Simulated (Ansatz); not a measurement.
# Ti3SnPbS2: relaxing a made-up structure

This structure for Ti3SnPbS2 is made up. Its elements were placed in a known structure type with a cell scaled to their sizes. What cell does the guess relax to, and how far off was it?

Calculated with Ansatz 0.2.0; DFT, r2SCAN, plane-wave PAW, files of the set soft_1, scalar-relativistic, no spin, cell and ions relaxed at zero pressure; PAW set soft_1, in the first sound run; inputs show where later runs differ.

### 1. The structure

Symmetry: R-3m, No. 166, trigonal system. The conventional cell has a = 5.628 Å, b = 5.628 Å, c = 14.553 Å, α = 90.00°, β = 90.00°, γ = 120.00°. Nearest to Pb lie 6 Ti at 2.81 Å and 2 S at 3.15 Å. Nearest to Sn lie 6 Ti at 2.92 Å. Ti has 2 S at 2.35 Å nearest. Nearest to S lie 3 Ti at 2.35 Å and 1 Pb at 3.15 Å. Farther neighbours and most contacts between anions are not listed.

Coordinates:

```cif
data_structure
_symmetry_space_group_name_H-M 'P 1'
_symmetry_Int_Tables_number 1
_cell_length_a 5.8387
_cell_length_b 5.8387
_cell_length_c 5.8387
_cell_angle_alpha 57.627
_cell_angle_beta 57.627
_cell_angle_gamma 57.627
_cell_volume 133.07
loop_
_atom_site_label
_atom_site_type_symbol
_atom_site_fract_x
_atom_site_fract_y
_atom_site_fract_z
_atom_site_occupancy
Pb1 Pb 0.00000 0.00000 0.00000 1
Sn2 Sn 0.50000 0.50000 0.50000 1
Ti3 Ti 0.00000 0.50000 0.50000 1
Ti4 Ti 0.50000 0.50000 0.00000 1
Ti5 Ti 0.50000 0.00000 0.50000 1
S6 S 0.21620 0.21620 0.21620 1
S7 S 0.78380 0.78380 0.78380 1
```

### 2. Relaxing cell and atoms

The guessed cell has no reason to be at equilibrium. It is relaxed with the atoms, within the space group of the guess.

input.yaml reads:

```yaml
crystal:
  lattice:
    - [2.814, 1.624663657, 4.851]
    - [-2.814, 1.624663657, 4.851]
    - [0.0, -3.249327315, 4.851]
  atoms:
    - { symbol: Pb, position: [0.0, 0.0, 0.0] }
    - { symbol: Sn, position: [0.5, 0.5, 0.5] }
    - { symbol: Ti, position: [0.0, 0.5, 0.5] }
    - { symbol: Ti, position: [0.5, 0.5, 0.0] }
    - { symbol: Ti, position: [0.5, 0.0, 0.5] }
    - { symbol: S, position: [0.216200002, 0.216200002, 0.216200002] }
    - { symbol: S, position: [0.783799998, 0.783799998, 0.783799998] }
kpoints:
  mp_grid: { grid: [6, 6, 6] }
scf:
  occupations: { method: fermi_dirac, width: 0.05 }
hamiltonian:
  xc: r2scan
  pseudopotentials: { kind: paw, azcp: { folder: soft_1 } }
relax:
  f_tol: 0.015
  max_steps: 70
  cell: {}
output:
  forces: true
  stress: true
```

Command:

```console
ansatz run input.yaml --threads 4 --pin off --max-ram 10240MiB --backend cpu --events-out ev --progress --plain --runs-dir out
```

Numbers of over 12 decimals in the logs are rounded to 6 here.

The program printed:

```text
Engine: ansatz 0.2.0, x86_64-unknown-linux-gnu
Pseudopotentials: kind: paw
Pseudopotential: Pb, paw, valence charge 14, recommended cutoff 500 eV (meta_gga), soft_1/Pb.paw.azcp
Pseudopotential: Sn, paw, valence charge 14, recommended cutoff 500 eV (meta_gga), soft_1/Sn.paw.azcp
Pseudopotential: Ti, paw, valence charge 12, recommended cutoff 500 eV (meta_gga), soft_1/Ti.paw.azcp
Pseudopotential: S, paw, valence charge 6, recommended cutoff 500 eV (meta_gga), soft_1/S.paw.azcp
Functional definition: r2SCAN
  parameter k0 = 0.174
  parameter k1 = 0.065
  parameter a1 = 4.9479
  exchange = r2scan_x(k0 = k0, k1 = k1, a1 = a1)
  correlation = r2scan_c
Crystal: 7 atoms, lattice volume = 133.067 Å³
Basis set: ecut = 500 eV, 3371 PW (Γ), exchange–correlation on 180×180×180 points (64 copies of the dense FFT grid, shifted against one another)
Bands: 46, of which v1, the nominal top of the filled ones, is band 38 counted from 1 (37 counted from 0)
Symmetry: 12 space group operations
Space group: R-3m (ITA 166), of the structure as read, at distance tolerance 5.1e-5 Å
k-points: 32 of 216
Non-local potential: Pb, projectors of the file, l = 0: 2, l = 1: 2, l = 2: 2, l = 3: 1
Non-local potential: Sn, projectors of the file, l = 0: 2, l = 1: 2, l = 2: 2, l = 3: 1
Non-local potential: Ti, projectors of the file, l = 0: 3, l = 1: 2, l = 2: 3, l = 3: 1
Non-local potential: S, projectors of the file, l = 0: 2, l = 1: 2, l = 2: 1
PAW form: soft (Blöchl's): semilocal exchange-correlation on the pseudo side does not see the compensation charge
PAW frozen core: Pb, regenerated for the run's functional (the file was generated under x = pbe(κ = 0.804, μ = 0.219515), c = pbe(β = 0.066725))
PAW frozen core: Sn, regenerated for the run's functional (the file was generated under x = pbe(κ = 0.804, μ = 0.219515), c = pbe(β = 0.066725))
PAW frozen core: Ti, regenerated for the run's functional (the file was generated under x = pbe(κ = 0.804, μ = 0.219515), c = pbe(β = 0.066725))
PAW frozen core: S, regenerated for the run's functional (the file was generated under x = pbe(κ = 0.804, μ = 0.219515), c = pbe(β = 0.066725))
PAW one-centre angular grid: Pb, 590 points (default); XC on 160 Gauss nodes
PAW one-centre angular grid: Sn, 590 points (default); XC on 160 Gauss nodes
PAW one-centre angular grid: Ti, 590 points (default); XC on 160 Gauss nodes
PAW one-centre angular grid: S, 302 points (default); XC on 160 Gauss nodes
Initial density: superposition of atomic densities (chi_scale 0.1, normalization cell, long waves kept (reshape's long-wave potential 0.00 eV rms))
Initial wavefunctions: pseudopotential atomic-orbital guess
Functional: x = r2scan, c = r2scan; τ floored in thin density (d = 2e-4 eV/Å³)
SCF iter   1: F=—  HF=-27298.158750 eV  |F-HF|=—  |Δ(HF+E_count)|=         —  Δρ=1.03e-1  dr2=4.40e1  dr2_τ=6.03e-1  ethr=3.10e-3  ⟨swp⟩=6.5  Hψ=6081  notcnv=0
preconditioner: auto → Kerker (q_TF=auto, 2.485 Å⁻¹)  [metal: Δε(μ)=0.011 eV  Ē_g=10.348 eV  σ=0.050 eV  W_gap=0.06  n_scr=26 (ndim 8)  ℏωp=23.2 eV  f_vac=0.000  D(μ)=3.81/eV (n_scr^D=26)]
SCF iter   2: F=—  HF=-27291.826615 eV  |F-HF|=—  |Δ(HF+E_count)|=    6.33e0  Δρ=4.55e-2  dr2=4.88e0  dr2_τ=4.60e-1  ethr=3.10e-3  ⟨swp⟩=4.0  Hψ=3703  notcnv=0  defer=1
SCF iter   3: F=—  HF=-27291.457548 eV  |F-HF|=—  |Δ(HF+E_count)|=   3.69e-1  Δρ=2.41e-2  dr2=2.42e0  dr2_τ=1.46e-2  ethr=3.10e-3  ⟨swp⟩=2.1  Hψ=2363  notcnv=0  defer=30
SCF iter   4: F=—  HF=-27291.071027 eV  |F-HF|=—  |Δ(HF+E_count)|=   3.87e-1  Δρ=6.85e-3  dr2=1.17e-1  dr2_τ=2.96e-3  ethr=3.10e-3  ⟨swp⟩=3.0  Hψ=2224  notcnv=0  defer=30
SCF iter   5: F=—  HF=-27291.078793 eV  |F-HF|=—  |Δ(HF+E_count)|=   7.77e-3  Δρ=2.20e-3  dr2=1.10e-2  dr2_τ=2.34e-4  ethr=1.54e-4  ⟨swp⟩=2.7  Hψ=2267  notcnv=0  defer=32
SCF iter   6: F=—  HF=-27291.080932 eV  |F-HF|=—  |Δ(HF+E_count)|=   2.14e-3  Δρ=6.42e-4  dr2=8.77e-4  dr2_τ=2.65e-5  ethr=1.45e-5  ⟨swp⟩=2.1  Hψ=2204  notcnv=0  defer=31
SCF iter   7: F=—  HF=-27291.080965 eV  |F-HF|=—  |Δ(HF+E_count)|=   3.25e-5  Δρ=1.67e-4  dr2=4.83e-5  dr2_τ=2.05e-6  ethr=1.15e-6  ⟨swp⟩=2.0  Hψ=2294  notcnv=0  defer=31
SCF iter   8: F=—  HF=-27291.081044 eV  |F-HF|=—  |Δ(HF+E_count)|=   7.96e-5  Δρ=4.84e-5  dr2=3.36e-6  dr2_τ=1.79e-7  ethr=6.36e-8  ⟨swp⟩=2.0  Hψ=2315  notcnv=0  defer=31
SCF iter   9: F=—  HF=-27291.081045 eV  |F-HF|=—  |Δ(HF+E_count)|=   7.94e-7  Δρ=1.56e-5  dr2=3.41e-7  dr2_τ=8.48e-9  ethr=4.42e-9  ⟨swp⟩=2.0  Hψ=2298  notcnv=0  defer=31
SCF iter  10: F=-27291.081045 eV  HF=-27291.081045 eV  |F-HF|=1.47e-8  |Δ(HF+E_count)|=   1.72e-7  Δρ=4.20e-6  dr2=2.87e-8  dr2_τ=6.11e-10  ethr=1.32e-10  ⟨swp⟩=5.1  Hψ=5202  notcnv=0
SCF 1 converged in 10 iterations: F = -27291.081045 eV  dr2 = 2.87e-8
  greatest PAW one-centre occupation: 1.000 electrons in one spin orbital (limit 2), on the Ti atom at site 4 (counted from 0), in its partial waves of l = 1
relax step   1: F+E_penalty+E_count = -27291.08104512 eV  Δ(F+E_penalty+E_count) = +0.000e0 eV  max|allowed force component| = 3.643e-1 eV/Å  Δτ_max = 0.0000 Å  P = +8.105 GPa  Ω = 133.067 Å³  (10 SCF iters, dr2 threshold 1.00e-7 eV, accepted)
Crystal: 7 atoms, lattice volume = 146.925 Å³
Basis set: ecut = 500 eV, 3725 PW (Γ), exchange–correlation on 180×180×180 points (64 copies of the dense FFT grid, shifted against one another)
Initial density: handed on by an earlier stage of this run
Initial wavefunctions: those handed on with the density
iter 1 solved again at ethr=2.43e-3 eV; its pass at ethr=3.10e-3 eV (dr2=1.84e0 eV) is discarded
SCF iter   1: F=—  HF=-27290.960070 eV  |F-HF|=—  |Δ(HF+E_count)|=         —  Δρ=1.97e-2  dr2=1.85e0  dr2_τ=5.22e-1  ethr=2.43e-3  ⟨swp⟩=1.0  Hψ=8764  notcnv=0
preconditioner: auto → Kerker (q_TF=auto, 2.444 Å⁻¹)  [metal: Δε(μ)=0.014 eV  Ē_g=9.389 eV  σ=0.050 eV  W_gap=0.07  n_scr=26 (ndim 8)  ℏωp=19.9 eV  f_vac=0.000  D(μ)=6.04/eV (n_scr^D=58)]
SCF iter   2: F=—  HF=-27291.494564 eV  |F-HF|=—  |Δ(HF+E_count)|=   5.34e-1  Δρ=7.51e-3  dr2=1.61e-1  dr2_τ=1.86e-2  ethr=2.43e-3  ⟨swp⟩=2.9  Hψ=2239  notcnv=0  defer=1
SCF iter   3: F=—  HF=-27291.487747 eV  |F-HF|=—  |Δ(HF+E_count)|=   6.82e-3  Δρ=4.10e-3  dr2=9.58e-2  dr2_τ=6.98e-4  ethr=2.12e-4  ⟨swp⟩=2.9  Hψ=2390  notcnv=0  defer=19
SCF iter   4: F=—  HF=-27291.472590 eV  |F-HF|=—  |Δ(HF+E_count)|=   1.52e-2  Δρ=1.68e-3  dr2=4.93e-3  dr2_τ=1.78e-4  ethr=1.26e-4  ⟨swp⟩=2.2  Hψ=2117  notcnv=0  defer=19
SCF iter   5: F=—  HF=-27291.472602 eV  |F-HF|=—  |Δ(HF+E_count)|=   1.27e-5  Δρ=6.15e-4  dr2=1.03e-3  dr2_τ=3.23e-5  ethr=6.48e-6  ⟨swp⟩=2.6  Hψ=2560  notcnv=0  defer=19
[...]
Basis set: ecut = 500 eV, 3689 PW (Γ), exchange–correlation on 180×180×180 points (64 copies of the dense FFT grid, shifted against one another)
iter 1 solved again at ethr=4.39e-5 eV; its pass at ethr=3.10e-3 eV (dr2=3.34e-2 eV) is discarded
SCF iter   1: F=—  HF=-27291.489241 eV  |F-HF|=—  |Δ(HF+E_count)|=         —  Δρ=3.55e-3  dr2=3.39e-2  dr2_τ=2.97e-2  ethr=4.39e-5  ⟨swp⟩=1.8  Hψ=8187  notcnv=0
preconditioner: auto → Kerker (q_TF=auto, 2.449 Å⁻¹)  [metal: Δε(μ)=0.026 eV  Ē_g=11.800 eV  σ=0.050 eV  W_gap=0.13  n_scr=26 (ndim 8)  ℏωp=22.2 eV  f_vac=0.000  D(μ)=6.57/eV (n_scr^D=58)]
SCF iter   2: F=—  HF=-27291.530552 eV  |F-HF|=—  |Δ(HF+E_count)|=   4.13e-2  Δρ=1.74e-3  dr2=9.26e-3  dr2_τ=2.51e-4  ethr=4.39e-5  ⟨swp⟩=2.1  Hψ=2745  notcnv=0
SCF iter   3: F=—  HF=-27291.529794 eV  |F-HF|=—  |Δ(HF+E_count)|=   7.58e-4  Δρ=1.02e-3  dr2=3.74e-3  dr2_τ=9.95e-5  ethr=1.22e-5  ⟨swp⟩=2.0  Hψ=1903  notcnv=0
SCF iter   4: F=—  HF=-27291.529317 eV  |F-HF|=—  |Δ(HF+E_count)|=   4.78e-4  Δρ=2.52e-4  dr2=1.93e-4  dr2_τ=1.38e-5  ethr=4.92e-6  ⟨swp⟩=2.0  Hψ=1897  notcnv=0
SCF iter   5: F=—  HF=-27291.529400 eV  |F-HF|=—  |Δ(HF+E_count)|=   8.40e-5  Δρ=1.18e-4  dr2=1.93e-5  dr2_τ=7.30e-7  ethr=2.54e-7  ⟨swp⟩=2.0  Hψ=1908  notcnv=0
SCF iter   6: F=—  HF=-27291.529413 eV  |F-HF|=—  |Δ(HF+E_count)|=   1.26e-5  Δρ=2.58e-5  dr2=1.66e-6  dr2_τ=3.38e-8  ethr=2.53e-8  ⟨swp⟩=2.0  Hψ=1936  notcnv=0
SCF iter   7: F=-27291.529414 eV  HF=-27291.529414 eV  |F-HF|=4.37e-9  |Δ(HF+E_count)|=   6.91e-7  Δρ=7.58e-6  dr2=1.13e-7  dr2_τ=3.79e-9  ethr=9.21e-10  ⟨swp⟩=5.0  Hψ=5179  notcnv=0
SCF 3 converged in 7 iterations: F = -27291.529414 eV  dr2 = 1.13e-7
  greatest PAW one-centre occupation: 1.000 electrons in one spin orbital (limit 2), on the Ti atom at site 3 (counted from 0), in its partial waves of l = 1
relax step   3: F+E_penalty+E_count = -27291.52941375 eV  Δ(F+E_penalty+E_count) = -5.669e-2 eV  max|allowed force component| = 6.755e-2 eV/Å  Δτ_max = 0.0251 Å  P = -0.533 GPa  Ω = 145.457 Å³  energy of the carried Pulay correction = -3.533e-3 eV  (7 SCF iters, dr2 threshold 7.00e-7 eV, accepted)
[...]
relax step   4: F+E_penalty+E_count = -27291.54222253 eV  Δ(F+E_penalty+E_count) = -1.281e-2 eV  max|allowed force component| = 5.052e-2 eV/Å  Δτ_max = 0.0204 Å  P = +0.252 GPa  Ω = 144.060 Å³  energy of the carried Pulay correction = -3.150e-3 eV  (7 SCF iters, dr2 threshold 7.00e-7 eV, accepted)
[...]
relax step   5: F+E_penalty+E_count = -27291.54437082 eV  Δ(F+E_penalty+E_count) = -2.148e-3 eV  max|allowed force component| = 4.870e-3 eV/Å  Δτ_max = 0.0108 Å  P = -0.030 GPa  Ω = 144.707 Å³  energy of the carried Pulay correction = -3.328e-3 eV  (6 SCF iters, dr2 threshold 7.00e-7 eV, accepted)
[...]
relax step   6: F+E_penalty+E_count = -27291.54441503 eV  Δ(F+E_penalty+E_count) = -4.422e-5 eV  max|allowed force component| = 1.274e-3 eV/Å  Δτ_max = 0.0004 Å  P = -0.003 GPa  Ω = 144.673 Å³  energy of the carried Pulay correction = -3.319e-3 eV  (5 SCF iters, dr2 threshold 2.23e-8 eV, accepted)
Initial wavefunctions: pseudopotential atomic-orbital guess (no wavefunctions were taken with the density)
iter 1 solved again at ethr=2.63e-7 eV; its pass at ethr=3.10e-3 eV (dr2=2.00e-4 eV) is discarded
SCF iter   1: F=—  HF=-27291.548855 eV  |F-HF|=—  |Δ(HF+E_count)|=         —  Δρ=2.27e-4  dr2=7.25e-6  dr2_τ=4.97e-5  ethr=2.63e-7  ⟨swp⟩=4.0  Hψ=9892  notcnv=0
preconditioner: auto → Kerker (q_TF=auto, 2.451 Å⁻¹)  [metal: Δε(μ)=0.015 eV  Ē_g=11.755 eV  σ=0.050 eV  W_gap=0.08  n_scr=26 (ndim 8)  ℏωp=22.3 eV  f_vac=0.000  D(μ)=6.73/eV (n_scr^D=58)]
SCF iter   2: F=—  HF=-27291.548987 eV  |F-HF|=—  |Δ(HF+E_count)|=   1.33e-4  Δρ=1.23e-4  dr2=3.57e-6  dr2_τ=3.28e-6  ethr=9.54e-9  ⟨swp⟩=2.0  Hψ=2708  notcnv=0
SCF iter   3: F=—  HF=-27291.549104 eV  |F-HF|=—  |Δ(HF+E_count)|=   1.16e-4  Δρ=3.43e-5  dr2=2.16e-6  dr2_τ=1.96e-7  ethr=4.70e-9  ⟨swp⟩=2.0  Hψ=2711  notcnv=0
SCF iter   4: F=—  HF=-27291.549104 eV  |F-HF|=—  |Δ(HF+E_count)|=   6.04e-8  Δρ=6.75e-6  dr2=3.55e-8  dr2_τ=1.04e-8  ethr=2.84e-9  ⟨swp⟩=2.0  Hψ=1821  notcnv=0
SCF iter   5: F=—  HF=-27291.549104 eV  |F-HF|=—  |Δ(HF+E_count)|=   4.51e-8  Δρ=2.01e-6  dr2=1.13e-8  dr2_τ=3.08e-10  ethr=4.67e-11  ⟨swp⟩=2.0  Hψ=2702  notcnv=0
SCF iter   6: F=—  HF=-27291.549104 eV  |F-HF|=—  |Δ(HF+E_count)|=  5.24e-10  Δρ=4.55e-7  dr2=4.09e-10  dr2_τ=1.60e-11  ethr=1.49e-11  ⟨swp⟩=2.0  Hψ=1893  notcnv=0
SCF iter   7: F=-27291.549104 eV  HF=-27291.549104 eV  |F-HF|=2.18e-11  |Δ(HF+E_count)|=  1.64e-10  Δρ=1.55e-7  dr2=4.23e-11  dr2_τ=2.05e-12  ethr=1.00e-12  ⟨swp⟩=5.2  Hψ=5241  notcnv=0
SCF 7 converged in 7 iterations: F = -27291.549104 eV  dr2 = 4.23e-11
relax step   7: F+E_penalty+E_count = -27291.54910393 eV  Δ(F+E_penalty+E_count) = -4.689e-3 eV  max|allowed force component| = 1.404e-3 eV/Å  Δτ_max = 0.0000 Å  P = +0.011 GPa  Ω = 144.673 Å³  stress off target by 2.21e-2 GPa  SCF on the basis re-selected at this cell (its energy is not comparable with the rows above)  (7 SCF iters)
basis re-selected at this cell: Δ(F+E_penalty+E_count) = -4.689e-3 eV, ΔP = +0.014 GPa vs the last step (what re-selecting the basis moved, of the pressure what is left beyond the Pulay correction that the steps carried, after the strain that the cell walked since its last selection, with what the two solves' SCF thresholds leave and, on support functions, any second-order correction that the steps lacked; it is no m [...]
SCF converged after 7 iterations
Free energy (F): -27291.549104 eV
Harris-Foulkes:  -27291.549104 eV  (|F-HF|=2.18e-11)
Internal energy: -27291.495089 eV  (E = F + TS)
E sigma→0 (E₀):  -27291.522096 eV
Entropy (-TS):   -0.054015 eV (-7.716 meV/atom)
Fermi energy:    10.844161 eV
--- Per-component energies (eV) ---
  E_band       = -699.259174
  E_kinetic    = 1517.371064
  E_local      = -5595.437196  (includes V_loc(G=0)·N_el)
  E_nonlocal   = 700.464085
  E_hartree    = 2347.515806
  E_xc         = -812.586062
  E_vxc        = -896.487099  (∫ρ·V_xc dr)
  E_paw        = -19205.784075  (= ΣΔE_a)
  E_vpaw       = -1176.156864  (= ΣTr[D̂ρ^β])
  E_aug_tail   = 0.000015  (compensation charges beyond the density's cutoff)
  E_vtau       = 55.955246  (kinetic-family band-sum trace: ∫τ·v_τ [+ j·A + Jᵃ·Aᵃ] dr)
  E_ewald      = -6243.759445
  E_core_change = 0.720721  (= ΣΔE_core)
  E_smearing   = -0.054015  (= −TS)
  E_closure    = 0.000000  (closes the sum)
  Σ components = -27291.549104   (vs F -27291.549104, Δ=0.00e0)
--- Forces (eV/Å), atoms counted from 1 ---
  atom   1  Pb     0.00000000     0.00000000     0.00000000
  atom   2  Sn    -0.00000000     0.00000000    -0.00000000
  atom   3  Ti    -0.00000000    -0.00000000    -0.00000000
  atom   4  Ti     0.00000000     0.00000000     0.00000000
  atom   5  Ti     0.00000000     0.00000000    -0.00000000
  atom   6  S      0.00000000    -0.00000000     0.00140400
  atom   7  S     -0.00000000     0.00000000    -0.00140400
  max |Σ_I F_I| component: 2.78e-17 eV/Å
--- Stress (GPa, compression-positive) ---
        0.022119      -0.000000       0.000000
       -0.000000       0.022119       0.000000
        0.000000       0.000000      -0.011299
  P = ⅓ Tr σ = 0.0110 GPa (0.110 kbar)
--- Relaxed structure (6 steps of the walk, 6 accepted, 1 SCFs on fresh bases) ---
  F+E_penalty+E_count = -27291.54910393 eV   max|allowed force component| = 1.404e-3 eV/Å   (the final SCF, on the basis selected at the relaxed cell)
  cell:  # Å, volume = 144.6728 Å³
    - [2.990500, 1.726566, 4.669913]
    - [-2.990500, 1.726566, 4.669913]
    - [0, -3.453132, 4.669913]
  atoms:
    - { symbol: Pb, position: [1.1866825911407875e-19, 1.18668259114078e-19, 1.186682590847195e-19] }
    - { symbol: Sn, position: [0.500000, 0.500000, 0.5] }
    - { symbol: Ti, position: [0.0, 0.5, 0.5] }
    - { symbol: Ti, position: [0.500000, 0.500000, 0.0] }
    - { symbol: Ti, position: [0.5, 0.0, 0.5] }
    - { symbol: S, position: [0.216718, 0.216718, 0.216718] }
    - { symbol: S, position: [0.783282, 0.783282, 0.783282] }
```

Wall time 40 s (4 threads of Intel Xeon at 2.60GHz (Ice Lake), shared host); peak memory 1.1 GiB.

Relaxation path:

```
step  energy less that of the first step (eV)  largest force component (eV/Å)  pressure (GPa)  volume (Å³)
   1                                   0.0000                          0.3643            8.11       133.07
   2                                  -0.3917                          0.0575           -1.03       146.92
   3                                  -0.4484                          0.0676           -0.53       145.46
   4                                  -0.4612                          0.0505            0.25       144.06
   5                                  -0.4633                          0.0049           -0.03       144.71
   6                                  -0.4634                          0.0013            0.00       144.67
  7*                                  -0.4681                          0.0014            0.01       144.67
```

Relaxation steps marked * repeat the geometry before them on a plane-wave basis chosen anew for their cell, so energy and pressure can jump there.

Forces are held to the 12 operations that the run works with; a distortion that breaks them can't arise in this run.

```
conventional cell, symmetrised  before   after  change
                         a (Å)   5.628   5.981  +6.3 %
                         b (Å)   5.628   5.981  +6.3 %
                         c (Å)  14.553  14.010  -3.7 %
              volume (Å³/atom)   19.01   20.67  +8.7 %
```

Numbers from this step:

| Quantity | Value |
| --- | --- |
| free energy | -27291.5491 eV |
| energy at zero smearing | -27291.5221 eV |
| smearing term TS | 0.05402 eV |
| Fermi energy | 10.84 eV |
| electrons | 76 |
| symmetry operations | 12 |
| pressure | 0.01098 GPa |

The shortest distance of each pair, which need not be the same contact before and after:

```
 pair  guess (Å)  relaxed (Å)
 S–Ti      2.355        2.377
Sn–Ti      2.919        2.904
Pb–Ti      2.814        2.991
Ti–Ti      2.814        2.991
 Pb–S      3.146        3.036
```

The relaxation ends with a largest force component of 0.0014 eV/Å and a pressure of 0.01 GPa.

[end of part 1 of 2]

[Logs are printed without paths, hosts, clocks, repeated set-up lines and the standing remarks that a program may print on its own settings, such as how far it seeks lower states.]

[Hosts, paths, dates, database ids (printed as entryN), source tags and the programs' standing remarks are cut or masked in the printed files.]
